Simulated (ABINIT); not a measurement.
## TlH3 (Pm-3m): zone-centre phonons

Which modes does TlH3 (Pm-3m) have at the zone centre?

Calculated with ABINIT 10.8.3; DFT PBEsol, scalar-relativistic, plane waves, PseudoDojo norm-conserving pseudopotentials.

The structure was built from a prototype and need not be the compound's stable phase.

**1. Set-up**

Symmetry: Pm-3m, No. 221, cubic system. Conventional cell: a = 4.433 Å, b = 4.433 Å, c = 4.433 Å, α = 90.00°, β = 90.00°, γ = 90.00°. Nearest to Tl lie 6 H at 2.22 Å. H has 2 Tl at 2.22 Å nearest. Farther neighbours are not listed.

**2. A first look**

A first run with smearing and empty bands tells whether the crystal has a gap, which decides between fixed occupations and smearing later on.

The input, probe.abi:

```
# ground state
tolvrs 1.0d-08
prtden 1
prtwf 1

# basis, mesh and filling
ecut 40.0
ecutsm 3.0
ngkpt 4 4 4
nshiftk 1
shiftk 0.0 0.0 0.0
istwfk *1
occopt 7
tsmear 0.005
nband 14
nstep 100
diemac 9.0
prtebands 0
prtgsr 0
useylm 1

# cell and atoms
acell 3*1.0 Angstrom
rprim 
    4.4329 0.0 0.0
    0.0 4.4329 0.0
    0.0 0.0 4.4329
ntypat 2
znucl 81 1
natom 4
typat 1 2 2 2
xred 
    0.0 0.0 0.0
    0.5 0.0 0.0
    0.0 0.5 0.0
    0.0 0.0 0.5
pp_dirpath "./pseudo"
pseudos "Tl.upf, H.upf"
```

Command:

```
$ OMP_NUM_THREADS=1 mpirun -n 2 abinit probe.abi > probe.log
```

Numbers of over 12 decimals in the logs are rounded to 6 here.

probe.abo, the main output file:

```text
[banners, grids, parts of the stress and lines that vanish by symmetry left out]
- input  file    -> probe.abi
- output file    -> probe.abo
- root for input  files -> probei
[...]
Symmetries : space group Pm -3 m (#221); Bravais cP (primitive cubic)
[...]
mpw =        7128          nfft =      110592          nkpt =          10
[...]
== DATASET  1 ==================================================================
[...]
cutoff_energies: {ecut:  40.0, pawecutdg:  -1.0, }
[...]
ETOT  1  -62.057146757811    -6.206E+01 2.264E-01 7.801E+01
 ETOT  2  -62.301173538486    -2.440E-01 3.249E-03 1.952E+01
 ETOT  3  -62.302161892743    -9.884E-04 1.956E-03 6.546E+00
 ETOT  4  -62.302194210799    -3.232E-05 6.652E-04 4.713E-01
 ETOT  5  -62.302221175783    -2.696E-05 5.951E-04 3.216E-01
[...]
ETOT 10  -62.302235062815    -4.068E-11 5.446E-05 1.816E-08
 ETOT 11  -62.302235062813     1.918E-12 4.337E-05 5.313E-10
 At SCF step   11       vres2   =  5.31E-10 < tolvrs=  1.00E-08 =>converged.
[...]
sigma(1 1)=  2.55144107E-04  sigma(3 2)=  0.00000000E+00
  sigma(2 2)=  2.55144107E-04  sigma(3 1)=  0.00000000E+00
  sigma(3 3)=  2.55144107E-04  sigma(2 1)=  0.00000000E+00
[...]
convergence: {deltae:  1.918E-12, res2:  5.313E-10, residm:  4.337E-05, diffor: null, }
etotal    :  -6.23022351E+01
[...]
sigma(1 1)=  2.55144107E-04  sigma(3 2)=  0.00000000E+00
  sigma(2 2)=  2.55144107E-04  sigma(3 1)=  0.00000000E+00
  sigma(3 3)=  2.55144107E-04  sigma(2 1)=  0.00000000E+00
[...]
- sigma(1 1)=  7.50659880E+00  sigma(3 2)=  0.00000000E+00
- sigma(2 2)=  7.50659880E+00  sigma(3 1)=  0.00000000E+00
- sigma(3 3)=  7.50659880E+00  sigma(2 1)=  0.00000000E+00
[...]
fcart     -0.0000000000E+00 -0.0000000000E+00 -0.0000000000E+00
           strten      2.5514410742E-04  2.5514410742E-04  2.5514410742E-04
================================================================================

[key lines of the parts left out:]
pressure_GPa:  -7.5066E+00
```

The job ended after 16 s (2 MPI ranks of Arm Neoverse V1, shared host; 32 s of CPU time).

Numbers from this step:

- volume per atom: 21.78 Å³
- pressure: -7.507 GPa
- gap on the k-mesh: 0 eV

No gap opens on this mesh, so smearing is kept.

**3. Rough relaxation**

The typed start is rough, so a first relaxation with smearing and loose thresholds takes it towards rest cheaply.

The input, prerelax.abi:

```
# relaxation
ionmov 2
optcell 2
dilatmx 1.15
chkdilatmx 0
ntime 40
tolmxf 3.0d-04
tolvrs 1.0d-10
prtwf 0
prtden 0
chksymtnons 0

# basis, mesh and filling
ecut 32.0
ecutsm 3.0
ngkpt 4 4 4
nshiftk 1
shiftk 0.0 0.0 0.0
istwfk *1
occopt 7
tsmear 0.005
nband 14
nstep 100
diemac 1000000.0
prtebands 0
prtgsr 0
useylm 1

# cell and atoms
acell 3*1.0 Angstrom
rprim 
    4.4329 0.0 0.0
    0.0 4.4329 0.0
    0.0 0.0 4.4329
ntypat 2
znucl 81 1
natom 4
typat 1 2 2 2
xred 
    0.0 0.0 0.0
    0.5 0.0 0.0
    0.0 0.5 0.0
    0.0 0.0 0.5
pp_dirpath "./pseudo"
pseudos "Tl.upf, H.upf"
```

Command:

```
$ OMP_NUM_THREADS=1 mpirun -n 2 abinit prerelax.abi > prerelax.log
```

prerelax.abo, the main output file:

```text
[banners, grids, parts of the stress and lines that vanish by symmetry left out]
- input  file    -> prerelax.abi
- output file    -> prerelax.abo
- root for input  files -> prerelaxi
[...]
Symmetries : space group Pm -3 m (#221); Bravais cP (primitive cubic)
[...]
mpw =        7809          nfft =      125000          nkpt =          10
[...]
== DATASET  1 ==================================================================
[...]
cutoff_energies: {ecut:  32.0, pawecutdg:  -1.0, }
[...]
ETOT  1  -62.014271731207    -6.201E+01 3.154E-01 1.104E+02
 ETOT  2  -62.300488441484    -2.862E-01 6.666E-03 2.563E+01
 ETOT  3  -62.301980518080    -1.492E-03 1.193E-03 8.837E+00
 ETOT  4  -62.302030622682    -5.010E-05 3.210E-04 1.055E+00
 ETOT  5  -62.302053934447    -2.331E-05 1.909E-04 3.773E-01
[...]
At SCF step   12       vres2   =  1.08E-11 < tolvrs=  1.00E-10 =>converged.
[...]
ETOT 10  -62.336454236334     3.560E-12 6.199E-14 2.279E-12
 At SCF step   10       vres2   =  2.28E-12 < tolvrs=  1.00E-10 =>converged.
[...]
sigma(1 1)=  2.98311588E-06  sigma(3 2)=  0.00000000E+00
  sigma(2 2)=  2.98311588E-06  sigma(3 1)=  0.00000000E+00
  sigma(3 3)=  2.98311588E-06  sigma(2 1)=  0.00000000E+00
[...]
convergence: {deltae:  3.560E-12, res2:  2.279E-12, residm:  6.199E-14, diffor: null, }
etotal    :  -6.23364542E+01
[...]
At Broyd/MD step   7, gradients are converged :
[...]
sigma(1 1)=  2.98311588E-06  sigma(3 2)=  0.00000000E+00
  sigma(2 2)=  2.98311588E-06  sigma(3 1)=  0.00000000E+00
  sigma(3 3)=  2.98311588E-06  sigma(2 1)=  0.00000000E+00
[...]
- sigma(1 1)=  8.77662994E-02  sigma(3 2)=  0.00000000E+00
- sigma(2 2)=  8.77662994E-02  sigma(3 1)=  0.00000000E+00
- sigma(3 3)=  8.77662994E-02  sigma(2 1)=  0.00000000E+00
[...]
fcart     -0.0000000000E+00 -0.0000000000E+00 -0.0000000000E+00
           strten      2.9831158816E-06  2.9831158816E-06  2.9831158816E-06
================================================================================

[key lines of the parts left out:]
pressure_GPa:  -8.7766E-02
Total energy (etotal) [Ha]= -6.23364542363340E+01
```

Wall time 2.1 min (2 MPI ranks).

Relaxation path:

| step | energy less that of the first step (eV) | largest force (eV/Å) | volume (Å³) |
| --- | --- | --- | --- |
| 1 | 0.0000 | 0.0000 | 87.11 |
| 2 | -0.0926 | 0.0000 | 85.12 |
| 3 | 0.9615 | 0.0000 | 38.89 |
| 4 | -0.7199 | 0.0000 | 70.05 |
| 5 | -0.8931 | 0.0000 | 63.45 |
| 6 | -0.9325 | 0.0000 | 57.75 |
| 7 | -0.9358 | 0.0000 | 59.04 |

| cell as run | before | after | change |
| --- | --- | --- | --- |
| a (Å) | 4.433 | 3.894 | -12.2 % |
| b (Å) | 4.433 | 3.894 | -12.2 % |
| c (Å) | 4.433 | 3.894 | -12.2 % |
| volume (Å³/atom) | 21.78 | 14.76 | -32.2 % |

The relaxed structure:

```cif
data_structure
_symmetry_space_group_name_H-M 'P 1'
_symmetry_Int_Tables_number 1
_cell_length_a 3.8938
_cell_length_b 3.8938
_cell_length_c 3.8938
_cell_angle_alpha 90.000
_cell_angle_beta 90.000
_cell_angle_gamma 90.000
_cell_volume 59.04
loop_
_atom_site_label
_atom_site_type_symbol
_atom_site_fract_x
_atom_site_fract_y
_atom_site_fract_z
_atom_site_occupancy
Tl1 Tl 0.00000 0.00000 0.00000 1
H2 H 0.50000 0.00000 0.00000 1
H3 H 0.00000 0.50000 0.00000 1
H4 H 0.00000 0.00000 0.50000 1
```

Numbers from this step:

* volume per atom: 14.76 Å³
* pressure: -0.08777 GPa

The volume changes by -32.2 % in this run and stands -32.2 % from the first cell.

**4. Rough relaxation**

The cell changed much, so the rough relaxation is repeated on a basis made for the new cell.

Changes to prerelax.abi since step 3:

```diff
@@ -31,5 +31,5 @@
 rprim 
-    4.4329 0.0 0.0
-    0.0 4.4329 0.0
-    0.0 0.0 4.4329
+    3.893773274 0.0 0.0
+    0.0 3.893773274 0.0
+    0.0 0.0 3.893773274
 ntypat 2
```

prerelax.abo, the main output file:

```text
[banners, grids, parts of the stress and lines that vanish by symmetry left out]
- input  file    -> prerelax.abi
- output file    -> prerelax.abo
- root for input  files -> prerelaxi
[...]
Symmetries : space group Pm -3 m (#221); Bravais cP (primitive cubic)
[...]
mpw =        5257          nfft =       91125          nkpt =          10
[...]
== DATASET  1 ==================================================================
[...]
cutoff_energies: {ecut:  32.0, pawecutdg:  -1.0, }
[...]
ETOT  1  -62.225901898721    -6.223E+01 1.535E-01 6.402E+01
 ETOT  2  -62.336291257252    -1.104E-01 2.538E-03 5.378E+00
 ETOT  3  -62.336427289107    -1.360E-04 2.441E-03 1.898E+00
 ETOT  4  -62.336449196045    -2.191E-05 2.694E-04 4.360E-02
 ETOT  5  -62.336450811797    -1.616E-06 2.300E-04 4.475E-02
[...]
ETOT  9  -62.336454237704    -5.052E-12 7.766E-06 1.127E-08
 ETOT 10  -62.336454237705    -6.892E-13 1.440E-05 4.306E-11
 At SCF step   10       vres2   =  4.31E-11 < tolvrs=  1.00E-10 =>converged.
[...]
sigma(1 1)=  2.98293356E-06  sigma(3 2)=  0.00000000E+00
  sigma(2 2)=  2.98293356E-06  sigma(3 1)=  0.00000000E+00
  sigma(3 3)=  2.98293356E-06  sigma(2 1)=  0.00000000E+00
[...]
convergence: {deltae: -6.892E-13, res2:  4.306E-11, residm:  1.440E-05, diffor: null, }
etotal    :  -6.23364542E+01
[...]
At Broyd/MD step   1, gradients are converged :
[...]
sigma(1 1)=  2.98293356E-06  sigma(3 2)=  0.00000000E+00
  sigma(2 2)=  2.98293356E-06  sigma(3 1)=  0.00000000E+00
  sigma(3 3)=  2.98293356E-06  sigma(2 1)=  0.00000000E+00
[...]
- sigma(1 1)=  8.77609353E-02  sigma(3 2)=  0.00000000E+00
- sigma(2 2)=  8.77609353E-02  sigma(3 1)=  0.00000000E+00
- sigma(3 3)=  8.77609353E-02  sigma(2 1)=  0.00000000E+00
[...]
fcart     -0.0000000000E+00 -0.0000000000E+00 -0.0000000000E+00
           strten      2.9829335625E-06  2.9829335625E-06  2.9829335625E-06
================================================================================

[key lines of the parts left out:]
pressure_GPa:  -8.7761E-02
Total energy (etotal) [Ha]= -6.23364542377045E+01
```

The job ended after 14 s (2 MPI ranks).

Little changed from the start: no atom moved by 0.005 Å and no cell edge by 0.1 %.

Read from the output:

```yaml
pressure: -0.08776 GPa
```

The volume changes by +0.0 % in this run and stands -32.2 % from the first cell.

**5. Relaxing the cell and atoms**

The harmonic expansion needs vanishing forces, and a free crystal bears no stress, so cell and atoms are brought to rest. Stress is more sensitive to the basis than forces are: the last 3 Ha under the cutoff are smoothed with ecutsm.

The input, relax.abi:

```
# relaxation
ionmov 2
optcell 2
dilatmx 1.08
ntime 40
tolmxf 1.0d-05
tolvrs 1.0d-14
prtwf 0
prtden 0
chksymtnons 0

# basis, mesh and filling
ecut 40.0
ecutsm 3.0
ngkpt 8 8 8
nshiftk 1
shiftk 0.0 0.0 0.0
istwfk *1
occopt 7
tsmear 0.01
nband 14
nstep 100
diemac 1000000.0
prtebands 0
prtgsr 0
useylm 1

# cell and atoms
acell 3*1.0 Angstrom
rprim 
    3.893773277 0.0 0.0
    0.0 3.893773277 0.0
    0.0 0.0 3.893773277
ntypat 2
znucl 81 1
natom 4
typat 1 2 2 2
xred 
    0.0 0.0 0.0
    0.5 0.0 0.0
    0.0 0.5 0.0
    0.0 0.0 0.5
pp_dirpath "./pseudo"
pseudos "Tl.upf, H.upf"
```

Command:

```
$ OMP_NUM_THREADS=1 mpirun -n 2 abinit relax.abi > relax.log
```

relax.abo, the main output file:

```text
[banners, grids, parts of the stress and lines that vanish by symmetry left out]
- input  file    -> relax.abi
- output file    -> relax.abo
- root for input  files -> relaxi
[...]
Symmetries : space group Pm -3 m (#221); Bravais cP (primitive cubic)
[...]
mpw =        6090          nfft =      110592          nkpt =          35
[...]
== DATASET  1 ==================================================================
[...]
cutoff_energies: {ecut:  40.0, pawecutdg:  -1.0, }
[...]
ETOT  1  -62.195359266559    -6.220E+01 1.293E-01 8.264E+01
 ETOT  2  -62.334347773881    -1.390E-01 2.085E-02 8.368E+00
 ETOT  3  -62.334594202638    -2.464E-04 1.070E-03 2.827E+00
 ETOT  4  -62.334616907032    -2.270E-05 8.691E-04 8.633E-02
 ETOT  5  -62.334617714691    -8.077E-07 1.537E-03 8.684E-02
[...]
At SCF step   13       vres2   =  3.67E-16 < tolvrs=  1.00E-14 =>converged.
[...]
sigma(1 1)= -1.21763237E-05  sigma(3 2)=  0.00000000E+00
  sigma(2 2)= -1.21763237E-05  sigma(3 1)=  0.00000000E+00
  sigma(3 3)= -1.21763237E-05  sigma(2 1)=  0.00000000E+00
[...]
convergence: {deltae: -1.883E-12, res2:  3.668E-16, residm:  1.776E-05, diffor: null, }
etotal    :  -6.23346214E+01
[...]
ETOT  1  -62.334614664165    -6.233E+01 1.172E-05 1.786E-01
[...]
At SCF step   10       vres2   =  6.18E-15 < tolvrs=  1.00E-14 =>converged.
[...]
sigma(1 1)= -1.04993522E-05  sigma(3 2)=  0.00000000E+00
  sigma(2 2)= -1.04993522E-05  sigma(3 1)=  0.00000000E+00
  sigma(3 3)= -1.04993522E-05  sigma(2 1)=  0.00000000E+00
[...]
convergence: {deltae:  5.684E-13, res2:  6.182E-15, residm:  9.418E-06, diffor: null, }
etotal    :  -6.23346264E+01
[...]
ETOT  1  -62.334166224423    -6.233E+01 1.103E-05 7.163E+00
[...]
At SCF step   11       vres2   =  4.27E-15 < tolvrs=  1.00E-14 =>converged.
[...]
sigma(1 1)= -1.06159082E-07  sigma(3 2)=  0.00000000E+00
  sigma(2 2)= -1.06159082E-07  sigma(3 1)=  0.00000000E+00
  sigma(3 3)= -1.06159082E-07  sigma(2 1)=  0.00000000E+00
[...]
convergence: {deltae:  1.165E-12, res2:  4.274E-15, residm:  3.989E-07, diffor: null, }
etotal    :  -6.23346409E+01
[...]
ETOT  1  -62.334640900340    -6.233E+01 3.036E-07 7.498E-04
[...]
ETOT  8  -62.334640949663     5.187E-12 1.359E-07 1.612E-13
 ETOT  9  -62.334640949664    -1.769E-12 1.201E-06 1.538E-15
 At SCF step    9       vres2   =  1.54E-15 < tolvrs=  1.00E-14 =>converged.
[...]
sigma(1 1)= -9.37903291E-10  sigma(3 2)=  0.00000000E+00
  sigma(2 2)= -9.37903290E-10  sigma(3 1)=  0.00000000E+00
  sigma(3 3)= -9.37903289E-10  sigma(2 1)=  0.00000000E+00
[...]
convergence: {deltae: -1.769E-12, res2:  1.538E-15, residm:  1.201E-06, diffor: null, }
etotal    :  -6.23346409E+01
[...]
At Broyd/MD step   4, gradients are converged :
[...]
sigma(1 1)= -9.37903291E-10  sigma(3 2)=  0.00000000E+00
  sigma(2 2)= -9.37903290E-10  sigma(3 1)=  0.00000000E+00
  sigma(3 3)= -9.37903289E-10  sigma(2 1)=  0.00000000E+00
[...]
- sigma(1 1)= -2.75940675E-05  sigma(3 2)=  0.00000000E+00
- sigma(2 2)= -2.75940675E-05  sigma(3 1)=  0.00000000E+00
- sigma(3 3)= -2.75940674E-05  sigma(2 1)=  0.00000000E+00
[...]
fcart     -0.0000000000E+00 -0.0000000000E+00 -0.0000000000E+00
           strten     -9.3790329106E-10 -9.3790329019E-10 -9.3790328889E-10
================================================================================

[key lines of the parts left out:]
pressure_GPa:   2.7594E-05
Total energy (etotal) [Ha]= -6.23346409496645E+01
```

The job ended after 2.9 min (2 MPI ranks; 5.8 min of CPU time).

The steps of the relaxation:

| step | energy less that of the first step (eV) | largest force (eV/Å) | volume (Å³) |
| --- | --- | --- | --- |
| 1 | 0.0000 | 0.0000 | 59.04 |
| 2 | -0.0001 | 0.0000 | 59.10 |
| 3 | -0.0005 | 0.0000 | 59.51 |
| 4 | -0.0005 | 0.0000 | 59.51 |

| conventional cell, symmetrised | before | after | change |
| --- | --- | --- | --- |
| a (Å) | 3.894 | 3.904 | +0.3 % |
| b (Å) | 3.894 | 3.904 | +0.3 % |
| c (Å) | 3.894 | 3.904 | +0.3 % |
| volume (Å³/atom) | 14.76 | 14.88 | +0.8 % |

Final coordinates:

```xyz
4
Lattice="3.9043 0.0000 0.0000 0.0000 3.9043 0.0000 0.0000 0.0000 3.9043" Properties=species:S:1:pos:R:3 pbc="T T T"
Tl    0.0000    0.0000    0.0000
H     1.9521    0.0000    0.0000
H     0.0000    1.9521    0.0000
H     0.0000    0.0000    1.9521
```

Numbers from this step:

```
volume per atom : 14.88 Å³
pressure        : 2.76e-5 GPa
```

The volume changes by +0.8 % in this run and stands -31.7 % from the first cell.

**6. Ground state**

The response is built on these wavefunctions, so the potential is converged far more tightly than an energy would need. ecutsm is kept as in the relaxation, so that the cell stays at rest. Smearing stays on, as the first look found no gap above 0.3 eV.

The input, gs.abi:

```
# ground state
tolvrs 1.0d-16
prtden 1
prtwf 1

# basis, mesh and filling
ecut 40.0
ecutsm 3.0
ngkpt 8 8 8
nshiftk 1
shiftk 0.0 0.0 0.0
istwfk *1
occopt 7
tsmear 0.01
nband 14
nstep 100
diemac 1000000.0
prtebands 0
prtgsr 0
useylm 1

# cell and atoms
acell 3*1.0 Angstrom
rprim 
    3.904264567 0.0 0.0
    0.0 3.904264567 0.0
    0.0 0.0 3.904264567
ntypat 2
znucl 81 1
natom 4
typat 1 2 2 2
xred 
    0.0 0.0 0.0
    0.5 0.0 0.0
    0.0 0.5 0.0
    0.0 0.0 0.5
pp_dirpath "./pseudo"
pseudos "Tl.upf, H.upf"
```

Command:

```
$ OMP_NUM_THREADS=1 mpirun -n 2 abinit gs.abi > gs.log
```

gs.abo, the main output file:

```text
[banners, grids, parts of the stress and lines that vanish by symmetry left out]
- input  file    -> gs.abi
- output file    -> gs.abo
- root for input  files -> gsi
[...]
Symmetries : space group Pm -3 m (#221); Bravais cP (primitive cubic)
[...]
mpw =        4945          nfft =       91125          nkpt =          35
[...]
== DATASET  1 ==================================================================
[...]
cutoff_energies: {ecut:  40.0, pawecutdg:  -1.0, }
[...]
ETOT  1  -62.195847871831    -6.220E+01 1.800E-01 6.382E+01
 ETOT  2  -62.334402419849    -1.386E-01 5.197E-03 6.390E+00
 ETOT  3  -62.334615390472    -2.130E-04 1.976E-03 2.111E+00
 ETOT  4  -62.334637221533    -2.183E-05 1.184E-03 1.089E-01
 ETOT  5  -62.334640624503    -3.403E-06 1.792E-04 1.242E-02
[...]
ETOT 13  -62.334640949321    -7.105E-14 8.422E-06 1.150E-16
 ETOT 14  -62.334640949322    -5.613E-13 1.702E-05 7.530E-19
 At SCF step   14       vres2   =  7.53E-19 < tolvrs=  1.00E-16 =>converged.
[...]
sigma(1 1)= -9.75127635E-10  sigma(3 2)=  0.00000000E+00
  sigma(2 2)= -9.75127636E-10  sigma(3 1)=  0.00000000E+00
  sigma(3 3)= -9.75127636E-10  sigma(2 1)=  0.00000000E+00
[...]
convergence: {deltae: -5.613E-13, res2:  7.530E-19, residm:  1.702E-05, diffor: null, }
etotal    :  -6.23346409E+01
[...]
sigma(1 1)= -9.75127635E-10  sigma(3 2)=  0.00000000E+00
  sigma(2 2)= -9.75127636E-10  sigma(3 1)=  0.00000000E+00
  sigma(3 3)= -9.75127636E-10  sigma(2 1)=  0.00000000E+00
[...]
- sigma(1 1)= -2.86892455E-05  sigma(3 2)=  0.00000000E+00
- sigma(2 2)= -2.86892455E-05  sigma(3 1)=  0.00000000E+00
- sigma(3 3)= -2.86892455E-05  sigma(2 1)=  0.00000000E+00
[...]
fcart     -0.0000000000E+00 -0.0000000000E+00 -0.0000000000E+00
           strten     -9.7512763489E-10 -9.7512763576E-10 -9.7512763619E-10
================================================================================

[key lines of the parts left out:]
pressure_GPa:   2.8689E-05
```

Run time: 57 s. Hardware: 2 MPI ranks.

Numbers from this step:

```yaml
pressure: 2.87e-5 GPa
```

The cell stands at 2.9e-5 GPa, close enough for phonons.

(Part 1 of 3 ends here.)

[Host names and launcher messages were left out of these logs when they were recorded.]

[Logs are printed without paths, hosts, clocks, repeated set-up lines and the standing remarks that a program may print on its own settings, such as how far it seeks lower states.]

[Hosts, paths, dates, database ids (printed as entryN), source tags and the programs' standing remarks are cut or masked in the printed files.]
